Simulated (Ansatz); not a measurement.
# P on Ni(111): change of the work function, part 4 of 4

Wanted: Δφ(θ) for P/Ni(111), starting from the fcc site.

Ansatz 0.2.0; plane-wave DFT, PBE, Ansatz PAW.

So far, work function, upper face (eV): step 2 (the clean slab) 5.07; step 3 (37 atoms, coverage 0.111 ML, cell 3x3) 5.15; step 4 (17 atoms, coverage 0.25 ML, cell 2x2) 5.20.

## (5) Adsorbate added, k-mesh 6×6×1, coverage 0.5 ML

System of this step: Ni8P (P/Ni(111)). The cell holds 18 atoms: 16 Ni and 2 P. Its edges and angles: a = 4.978 Å, b = 4.978 Å, c = 25.959 Å, α = 90.0°, β = 90.0°, γ = 60.0°. Vacuum lies along c.

Another coverage, to see how the dipoles act on each other as their distance changes.

Input file input.yaml:

```yaml
crystal:
  lattice:
    - [4.9780317395, 0.0, 0.0]
    - [2.4890158698, 4.3111019473, 0.0]
    - [0.0, 0.0, 25.9592788557]
  atoms:
    - { symbol: Ni, position: [0.0, 0.0, 0.346696842], spin: 0.7 }
    - { symbol: Ni, position: [0.1666666667, 0.1666666667, 0.4249837989], spin: 0.72 }
    - { symbol: Ni, position: [0.3333333333, 0.3333333333, 0.5030104016], spin: 0.72 }
    - { symbol: Ni, position: [0.0, 0.0, 0.5802536445], spin: 0.7 }
    - { symbol: Ni, position: [0.0, 0.5, 0.346696842], spin: 0.7 }
    - { symbol: Ni, position: [0.1666666667, 0.6666666667, 0.4249837989], spin: 0.72 }
    - { symbol: Ni, position: [0.3333333333, 0.8333333333, 0.5030104016], spin: 0.72 }
    - { symbol: Ni, position: [0.0, 0.5, 0.5802536445], spin: 0.7 }
    - { symbol: Ni, position: [0.5, 0.0, 0.346696842], spin: 0.7 }
    - { symbol: Ni, position: [0.6666666667, 0.1666666667, 0.4249837989], spin: 0.72 }
    - { symbol: Ni, position: [0.8333333333, 0.3333333333, 0.5030104016], spin: 0.72 }
    - { symbol: Ni, position: [0.5, 0.0, 0.5802536445], spin: 0.7 }
    - { symbol: Ni, position: [0.5, 0.5, 0.346696842], spin: 0.7 }
    - { symbol: Ni, position: [0.6666666667, 0.6666666667, 0.4249837989], spin: 0.72 }
    - { symbol: Ni, position: [0.8333333333, 0.8333333333, 0.5030104016], spin: 0.72 }
    - { symbol: Ni, position: [0.5, 0.5, 0.5802536445], spin: 0.7 }
    - { symbol: P, position: [0.1666666667, 0.1666666667, 0.653303158] }
    - { symbol: P, position: [0.6666666667, 0.1666666667, 0.653303158] }
magnetization:
  spin_polarized: true
kpoints:
  mp_grid: { grid: [6, 6, 1] }
hamiltonian:
  xc: pbe
scf:
  occupations: { method: fermi_dirac, width: 0.1 }
  convergence: { dr2_threshold: 1.0e-08 }
efield:
  axis: 3
  dipole_correction: true
  ramp_position: 0.97
  ramp_width: 0.06
relax:
  f_tol: 0.02
  max_steps: 60
  constraints: [{ sites: [0, 1, 4, 5, 8, 9, 12, 13] }]
output:
  dos: { projected: true, e_range: [-8, 4] }
  write_potential: true
  write_density: true
  volumetric_format: npy
  elf: true
```

The run is started by

```sh
$ ansatz run input.yaml --threads 4 --pin off --max-ram 16384MiB --backend cpu --events-out ev --progress --plain --runs-dir out
```

What it wrote:

```text
[...]
Crystal: 18 atoms, lattice volume = 557.107 Å³
Basis set: ecut = 420 eV, 10905 PW (Γ), exchange–correlation on 72×72×360 points (8 copies of the dense FFT grid, shifted against one another)
Bands: 186, of which v1, the nominal top of the filled ones, is band 149 counted from 1 (148 counted from 0)
[...]
- { symbol: Ni, position: [0.500000, 0.500000, 0.346696842] }
    - { symbol: Ni, position: [0.666667, 0.6666666667, 0.4249837989] }
    - { symbol: Ni, position: [0.833873, 0.832254, 0.502775] }
    - { symbol: Ni, position: [0.498632, 0.502735, 0.582464] }
    - { symbol: P, position: [0.160102, 0.179796, 0.646785] }
    - { symbol: P, position: [0.660102, 0.179796, 0.646785] }
[key lines of the parts left out:]
SCF converged after 15 iterations
Magnetization: 8.1717 μB (153.0859 up, 144.9141 down)
Free energy (F): -94944.378942 eV
Fermi energy:    3.036926 eV
Dipole field:    D = 0.000821 V/Å  (p = 0.002527 e·Å, saw-weighted, corrected)
Work function:   Φ+ = 5.0503 eV   Φ− = 5.0717 eV
```

Elapsed: 11 min, on 4 threads of Arm Neoverse V2, shared host; peak memory 3.8 GiB.

The steps of the relaxation:

```csv
step,energy less that of the first step (eV),largest force component (eV/Å)
1,0.0000,1.5939
2,-0.2518,1.1653
3,-0.4052,0.7743
4,-0.4505,0.1486
5,-0.4585,0.0199
```

The run keeps the 4 symmetry operations that the program found, so distortions that break them were not tested.

The atoms that moved most (Å):

```csv
atom,dx,dy,dz,length
P18,0.000,0.057,-0.169,0.178
P17,0.000,0.057,-0.169,0.178
Ni4,0.000,-0.042,0.061,0.074
Ni12,0.000,-0.042,0.061,0.074
Ni16,0.000,0.012,0.057,0.059
Ni8,0.000,0.012,0.057,0.059
Ni7,0.000,-0.005,-0.006,0.008
Ni15,0.000,-0.005,-0.006,0.008
```

Final coordinates:

```xyz
18
Lattice="4.9780 0.0000 0.0000 2.4890 4.3111 0.0000 0.0000 0.0000 25.9593" Properties=species:S:1:pos:R:3
Ni    0.0000    0.0000    9.0000
Ni    1.2445    0.7185   11.0323
Ni    2.4890    1.4329   13.0636
Ni    0.0000   -0.0416   15.1239
Ni    1.2445    2.1556    9.0000
Ni    2.4890    2.8741   11.0323
Ni    3.7335    3.5879   13.0517
Ni    1.2445    2.1673   15.1203
Ni    2.4890    0.0000    9.0000
Ni    3.7335    0.7185   11.0323
Ni    4.9780    1.4329   13.0636
Ni    2.4890   -0.0416   15.1239
Ni    3.7335    2.1556    9.0000
Ni    4.9780    2.8741   11.0323
Ni    6.2225    3.5879   13.0517
Ni    3.7335    2.1673   15.1203
P     1.2445    0.7751   16.7901
P     3.7335    0.7751   16.7901
```

The density of states has structure finer than the step of the table below, so its rows give means over 0.25 eV. Peaks (eV: height): total -2.110: 55.0, -1.560: 53.0, -1.410: 53.4, -1.290: 60.4, -1.200: 57.8, -0.930: 57.3, -0.660: 64.0; up -3.190: 31.8, -2.110: 35.9, -2.050: 28.3, -1.980: 28.5, -1.620: 29.8, -1.290: 36.8, -0.690: 41.6; down -1.560: 31.3, -1.410: 33.8, -1.200: 33.4, -0.570: 32.7, -0.510: 33.7, 0.090: 35.0, 0.150: 31.9.

Table of density of states by energy, zero at the Fermi level; means over each step; values in states/eV a cell:

```csv
energy (eV),total,up,down
-7.75,0.935,0.472,0.463
-7.50,0.932,0.467,0.465
-7.25,1.05,0.519,0.528
-7.00,2.55,1.27,1.28
-6.75,1.94,0.990,0.955
-6.50,2.18,1.10,1.08
-6.25,3.05,1.55,1.50
-6.00,4.14,2.13,2.01
-5.75,3.46,1.85,1.61
-5.50,4.68,2.31,2.37
-5.25,4.55,2.43,2.11
-5.00,6.64,3.92,2.72
-4.75,7.86,4.41,3.45
-4.50,13.3,8.10,5.22
-4.25,14.1,8.05,6.09
-4.00,20.2,12.0,8.16
-3.75,24.1,15.9,8.23
-3.50,25.4,13.6,11.7
-3.25,28.3,14.3,14.1
-3.00,25.6,14.5,11.1
-2.75,32.5,16.9,15.6
-2.50,38.4,22.7,15.7
-2.25,45.4,27.8,17.6
-2.00,41.7,22.8,18.9
-1.75,39.8,15.8,24.0
-1.50,45.8,20.1,25.7
-1.25,45.0,24.9,20.1
-1.00,43.4,24.2,19.2
-0.75,50.2,29.9,20.3
-0.50,41.7,18.4,23.3
-0.25,26.6,6.29,20.3
0.00,29.7,5.48,24.2
0.25,23.1,3.84,19.3
0.50,9.45,3.96,5.50
0.75,6.89,2.35,4.54
1.00,8.49,4.79,3.70
1.25,6.32,2.93,3.39
1.50,7.02,2.93,4.09
1.75,5.79,2.59,3.19
```

The relaxation took 5 steps and lowered the energy by 0.46 eV; the largest force on the free atoms ends at 0.020 eV/Å.

The covered face has 5.05 eV, -0.02 eV against the clean one; the bare back face has moved by -0.01 eV, a measure of how thin the slab is.

## (6) Adsorbate added, k-mesh 12×12×1, coverage 1 ML

System of this step: Ni4P (P/Ni(111)). The cell holds 5 atoms: 4 Ni and 1 P. Its edges and angles: a = 2.489 Å, b = 2.489 Å, c = 25.959 Å, α = 90.0°, β = 90.0°, γ = 60.0°. Vacuum lies along c.

Another coverage, to see how the dipoles act on each other as their distance changes.

input.yaml, the sections that differ from step 5:

```yaml
crystal:
  lattice:
    - [2.4890158698, 0.0, 0.0]
    - [1.2445079349, 2.1555509736, 0.0]
    - [0.0, 0.0, 25.9592788557]
  atoms:
    - { symbol: Ni, position: [0.0, 0.0, 0.346696842], spin: 0.7 }
    - { symbol: Ni, position: [0.3333333333, 0.3333333333, 0.4249837989], spin: 0.72 }
    - { symbol: Ni, position: [0.6666666667, 0.6666666667, 0.5030104016], spin: 0.72 }
    - { symbol: Ni, position: [0.0, 0.0, 0.5802536445], spin: 0.7 }
    - { symbol: P, position: [0.3333333333, 0.3333333333, 0.653303158] }
kpoints:
  mp_grid: { grid: [12, 12, 1] }
relax:
  f_tol: 0.02
  max_steps: 60
  constraints: [{ sites: [0, 1] }]
output:
  write_potential: true
  write_density: true
  volumetric_format: npy
# magnetization, hamiltonian, scf, efield: as in step 5
```

What it wrote:

```text
[...]
Crystal: 5 atoms, lattice volume = 139.277 Å³
Basis set: ecut = 420 eV, 2625 PW (Γ), exchange–correlation on 36×36×360 points (8 copies of the dense FFT grid, shifted against one another)
Bands: 48, of which v1, the nominal top of the filled ones, is band 39 counted from 1 (38 counted from 0)
[...]
atoms:
    - { symbol: Ni, position: [-1.480297e-17, -1.480297e-17, 0.346697] }
    - { symbol: Ni, position: [0.333333, 0.333333, 0.424984] }
    - { symbol: Ni, position: [0.666667, 0.666667, 0.502935] }
    - { symbol: Ni, position: [-1.023728e-17, -1.480297e-17, 0.583668] }
    - { symbol: P, position: [0.333333, 0.333333, 0.653304] }
[key lines of the parts left out:]
SCF converged after 12 iterations
Magnetization: 1.8697 μB (39.4348 up, 37.5652 down)
Free energy (F): -24113.812012 eV
Fermi energy:    4.045180 eV
Dipole field:    D = 0.021446 V/Å  (p = 0.016507 e·Å, saw-weighted, corrected)
Work function:   Φ+ = 4.5141 eV   Φ− = 5.0709 eV
```

Elapsed: 41 s, on 4 threads; peak memory 0.58 GiB; 2.7 min of CPU time.

Step by step:

```csv
step,energy less that of the first step (eV),largest force component (eV/Å)
1,0.0000,0.9652
2,-0.0231,0.6674
3,-0.0431,0.1127
4,-0.0437,0.0352
5,-0.0439,0.0025
```

Forces are held to the 6 operations that the program found; a distortion that breaks them can't arise in this run.

The atoms that moved most (Å):

```csv
atom,dx,dy,dz,length
Ni4,0.000,0.000,0.089,0.089
```

The relaxed structure:

```cif
data_structure
_symmetry_space_group_name_H-M 'P 1'
_symmetry_Int_Tables_number 1
_cell_length_a 2.4890
_cell_length_b 2.4890
_cell_length_c 25.9593
_cell_angle_alpha 90.000
_cell_angle_beta 90.000
_cell_angle_gamma 60.000
_cell_volume 139.28
loop_
_atom_site_label
_atom_site_type_symbol
_atom_site_fract_x
_atom_site_fract_y
_atom_site_fract_z
_atom_site_occupancy
Ni1 Ni 0.00000 0.00000 0.34670 1
Ni2 Ni 0.33333 0.33333 0.42498 1
Ni3 Ni 0.66667 0.66667 0.50294 1
Ni4 Ni 0.00000 0.00000 0.58367 1
P5 P 0.33333 0.33333 0.65330 1
```

The relaxation took 5 steps and lowered the energy by 0.044 eV; the largest force on the free atoms ends at 0.0025 eV/Å.

The covered face has 4.51 eV, -0.56 eV against the clean one; the bare back face has moved by -0.01 eV, a measure of how thin the slab is.

## (7) Work function against coverage

This step: plane-wave DFT, PBE, Ansatz PAW; work function against coverage (Ansatz 0.2.0).

The runs are now put side by side.

This step gave:

```
work function of the clean face     : 5.072 eV
largest change of the work function : -0.5579 eV
```

Work function of the covered face against coverage:

```csv
coverage (adsorbates/nm²),work function of the covered face (eV)
0.00,5.07
2.07,5.15
4.66,5.20
9.32,5.05
18.64,4.51
```

The dipole per adsorbate comes from the change of the cell's dipole. Coverage, by row:

```csv
coverage (1/nm²),coverage (ML),work function (eV),change (eV),"dipole per adsorbate, positive end outwards (debye)",mean height of the added atoms over the highest substrate atom (Å)
2.071,0.1111,5.148,0.07591,-0.106,1.55
4.66,0.25,5.199,0.1267,-0.069,1.537
9.319,0.5,5.05,-0.02167,0.003,1.666
18.64,1,4.514,-0.5579,0.078,1.808
```

## (8) What came out

| Item | Value |
| --- | --- |
| work function of the clean face | 5.07 eV |
| work function at 0.11 ML | 5.15 eV |
| work function at 0.25 ML | 5.20 eV |
| work function at 0.5 ML | 5.05 eV |
| work function at 1 ML | 4.51 eV |
| dipole per adsorbate at 0.11 ML, positive end outwards | -0.11 D |

**Reading.** At the lowest coverage P changes the work function of Ni(111) by under 0.15 eV, within the error of so thin a slab; the largest change, -0.56 eV, comes at higher coverage. The slab has 4 layers, at the tabulated experimental lattice constant, one starting site was run, and quantum-size effects of a slab this thin can reach one or two tenths of an eV. The magnetic order is the one reached from the typed start; other orders were not compared.

[Long decimals in the printed logs are rounded to 6 places.]

[Logs are printed without paths, hosts, clocks, repeated set-up lines and the standing remarks that a program may print on its own settings, such as how far it seeks lower states.]

[Hosts, paths, dates, database ids (printed as entryN), source tags and the programs' standing remarks are cut or masked in the printed files.]

[Maps of the electrostatic potential energy from Ansatz leave out the sawtooth potential of an applied field or a dipole correction, so their vacuum need not be flat; planar profiles and work functions include it.]
